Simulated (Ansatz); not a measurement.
# O on Hf(0001): change of the work function, part 4 of 4

Aim: the work function of Hf(0001) at several coverages of O (fcc site), and the dipole that each adsorbate carries.

Ansatz 0.2.0; plane-wave DFT, PBE, Ansatz PAW.

So far, work function, upper face (eV): step 2 (the clean slab) 4.33; step 3 (37 atoms, coverage 0.111 ML, cell 3x3) 4.19; step 4 (17 atoms, coverage 0.25 ML, cell 2x2) 4.08.

## Step 5: Adsorbate added, k-mesh 6×6×1, coverage 0.5 ML (continued)

The density of states has structure finer than the step of the table below, so its rows give means over 0.25 eV, whole bins alone (the curve runs from -8 to 1.98 eV). Peaks (eV: height): -0.870: 54.3, -0.720: 30.6, -0.600: 37.7, -0.030: 30.9, 1.260: 29.4, 1.350: 29.6, 1.770: 29.2.

Density of states against energy, zero at the Fermi level; means over each step:

```csv
energy (eV),density of states (states/eV a cell)
-7.00,0
-6.75,0.543
-6.50,2.22
-6.25,3.78
-6.00,11.8
-5.75,7.98
-5.50,12.2
-5.25,8.55
-5.00,5.21
-4.75,7.18
-4.50,3.54
-4.25,3.17
-4.00,3.88
-3.75,3.90
-3.50,9.26
-3.25,5.58
-3.00,14.4
-2.75,8.15
-2.50,11.9
-2.25,12.4
-2.00,11.2
-1.75,14.6
-1.50,13.3
-1.25,17.6
-1.00,21.5
-0.75,25.4
-0.50,20.1
-0.25,17.0
0.00,22.6
0.25,20.5
0.50,19.7
0.75,24.2
1.00,22.5
1.25,23.7
1.50,14.4
1.75,21.4
```

The relaxation took 6 steps and lowered the energy by 4.6 eV; the largest force on the free atoms ends at 0.0074 eV/Å.

The covered face has 4.10 eV, -0.23 eV against the clean one; the bare back face has moved by -0.01 eV, a measure of how thin the slab is.

## Step 6: The covered slab, k-mesh 12×12×1, coverage 1 ML

System of this step: O/Hf(0001). The cell holds 5 atoms: 4 Hf and 1 O. Cell: a = 3.200 Å, b = 3.200 Å, c = 27.208 Å, α = 90.0°, β = 90.0°, γ = 60.0°. Vacuum lies along c.

Another coverage, to see how the dipoles act on each other as their distance changes.

File input.yaml:

```yaml
crystal:
  lattice:
    - [3.2, 0.0, 0.0]
    - [1.6, 2.7712812921, 0.0]
    - [0.0, 0.0, 27.2080706252]
  atoms:
    - { symbol: Hf, position: [0.6666666667, 0.6666666667, 0.3307842046] }
    - { symbol: Hf, position: [0.0, 0.0, 0.4238154244] }
    - { symbol: Hf, position: [0.6666666667, 0.6666666667, 0.5208310629] }
    - { symbol: Hf, position: [0.0, 0.0, 0.6082833594] }
    - { symbol: O, position: [0.3333333333, 0.3333333333, 0.6692157954] }
kpoints:
  mp_grid: { grid: [12, 12, 1] }
hamiltonian:
  xc: pbe
scf:
  occupations: { method: fermi_dirac, width: 0.1 }
  convergence: { dr2_threshold: 1.0e-08 }
efield:
  axis: 3
  dipole_correction: true
  ramp_position: 0.97
  ramp_width: 0.06
relax:
  f_tol: 0.02
  max_steps: 60
  constraints: [{ sites: [0, 1] }]
output:
  write_potential: true
  write_density: true
  volumetric_format: npy
```

Run with:

```console
> ansatz run input.yaml --threads 4 --pin off --max-ram 16384MiB --backend cpu --events-out ev --progress --plain --runs-dir out
```

Numbers of over 12 decimals in the logs are rounded to 6 here.

Log:

```text
[...]
Crystal: 5 atoms, lattice volume = 241.284 Å³
Basis set: ecut = 420 eV, 4795 PW (Γ), exchange–correlation on 48×48×384 points (8 copies of the dense FFT grid, shifted against one another)
Bands: 66, of which v1, the nominal top of the filled ones, is band 55 counted from 1 (54 counted from 0)
Symmetry: 6 space group operations
[...]
--- Relaxed structure (6 steps of the walk, 6 accepted, 0 SCFs on fresh bases) ---
  F+E_penalty+E_count = -63453.96266481 eV   max|allowed force component| = 2.325e-3 eV/Å
  atoms:
    - { symbol: Hf, position: [0.666667, 0.666667, 0.3307842046] }
[...]
- { symbol: Hf, position: [0.666667, 0.666667, 0.518258] }
[...]
- { symbol: O, position: [0.333333, 0.333333, 0.649619] }
[key lines of the parts left out:]
SCF converged after 7 iterations
Free energy (F): -63453.962665 eV
Fermi energy:    5.038324 eV
Dipole field:    D = 0.000310 V/Å  (p = 0.000413 e·Å, saw-weighted, corrected)
Work function:   Φ+ = 4.4018 eV   Φ− = 4.4102 eV
```

Elapsed: 39 s, on 4 threads of Arm Neoverse V2, shared host; peak memory 0.75 GiB.

Step by step:

```csv
step,energy less that of the first step (eV),largest force component (eV/Å)
1,0.0000,6.7086
2,-2.0135,4.0305
3,-2.7571,0.3815
4,-2.7753,0.2675
5,-2.7807,0.0297
6,-2.7808,0.0023
```

The run keeps the 6 symmetry operations that it works with, so distortions that break them were not tested.

The atoms that moved most (Å):

```csv
atom,dx,dy,dz,length
O5,0.000,0.000,-0.533,0.533
Hf4,0.000,0.000,0.198,0.198
Hf3,0.000,0.000,-0.070,0.070
```

The relaxed structure:

```xyz
5
Lattice="3.2000 0.0000 0.0000 1.6000 2.7713 0.0000 0.0000 0.0000 27.2081" Properties=species:S:1:pos:R:3
Hf    3.2000    1.8475    9.0000
Hf    0.0000    0.0000   11.5312
Hf    3.2000    1.8475   14.1008
Hf    0.0000    0.0000   16.7486
O     1.6000    0.9238   17.6749
```

Running mean over 2.5312 Å of the planar mean; the ramp of the sawtooth is left out. The electron's electrostatic potential energy less the Fermi level by z:

```csv
z (Å),electron's electrostatic potential energy less the Fermi level (eV)
3.5,4.41
4.0,4.41
4.5,4.40
5.0,4.38
5.5,4.32
6.0,4.15
6.5,3.67
7.0,2.32
7.5,-0.550
8.0,-4.03
8.5,-6.60
9.0,-7.39
9.5,-7.39
10.0,-7.28
10.5,-7.23
11.0,-7.24
11.5,-7.26
12.0,-7.22
12.5,-7.10
13.0,-7.04
13.5,-7.07
14.0,-7.04
14.5,-6.81
15.0,-6.47
15.5,-6.52
16.0,-7.22
16.5,-8.96
17.0,-9.75
17.5,-8.12
18.0,-4.77
18.5,-1.07
19.0,2.21
19.5,3.96
20.0,4.33
20.5,4.39
21.0,4.40
21.5,4.40
22.0,4.40
22.5,4.40
23.0,4.40
23.5,4.40
24.0,4.40
```

The relaxation took 6 steps and lowered the energy by 2.8 eV; the largest force on the free atoms ends at 0.0023 eV/Å.

The covered face has 4.40 eV, +0.07 eV against the clean one; the bare back face has moved by +0.03 eV, a measure of how thin the slab is.

## Step 7: Work function against coverage

This step: plane-wave DFT, PBE, Ansatz PAW; work function against coverage (Ansatz 0.2.0).

The runs are now put side by side.

This step gave:

| Item | Value |
| --- | --- |
| work function of the clean face | 4.332 eV |
| largest change of the work function | -0.2550 eV |

The work function of the covered face by coverage:

```csv
coverage (adsorbates/nm²),work function of the covered face (eV)
0.00,4.33
1.25,4.19
2.82,4.08
5.64,4.10
11.28,4.40
```

The dipole per adsorbate comes from the change of the cell's dipole. Coverage, by row:

```csv
coverage (1/nm²),coverage (ML),work function (eV),change (eV),"dipole per adsorbate, positive end outwards (debye)",mean height of the added atoms over the highest substrate atom (Å)
1.253,0.1111,4.194,-0.1383,0.278,0.9603
2.819,0.25,4.077,-0.255,0.23,0.9593
5.638,0.5,4.104,-0.2279,0.105,0.8717
11.28,1,4.402,0.06954,-0.009,0.9263
```

## Step 8: Outcome

* work function of the clean face: 4.33 eV
* work function at 0.11 ML: 4.19 eV
* work function at 0.25 ML: 4.08 eV
* work function at 0.5 ML: 4.10 eV
* work function at 1 ML: 4.40 eV
* dipole per adsorbate at 0.11 ML, positive end outwards: 0.28 D

**Reading.** At the lowest coverage O changes the work function of Hf(0001) by under 0.15 eV, within the error of so thin a slab; the largest change, -0.26 eV, comes at higher coverage. The work function passes a minimum near 0.25 ML among the coverages run and rises again. The slab has 4 layers, at the tabulated experimental lattice constant, one starting site was run, and quantum-size effects of a slab this thin can reach one or two tenths of an eV.

[Logs are printed without paths, hosts, clocks, repeated set-up lines and the standing remarks that a program may print on its own settings, such as how far it seeks lower states.]

[Hosts, paths, dates, database ids (printed as entryN), source tags and the programs' standing remarks are cut or masked in the printed files.]

[Maps of the electrostatic potential energy from Ansatz leave out the sawtooth potential of an applied field or a dipole correction, so their vacuum need not be flat; planar profiles and work functions include it.]

[The density of states shown here was stored with 400 of the rows of the run's finer table, so its peaks can read low, often by over a quarter, or be missed, and its means over a window can be off by a tenth or more.]
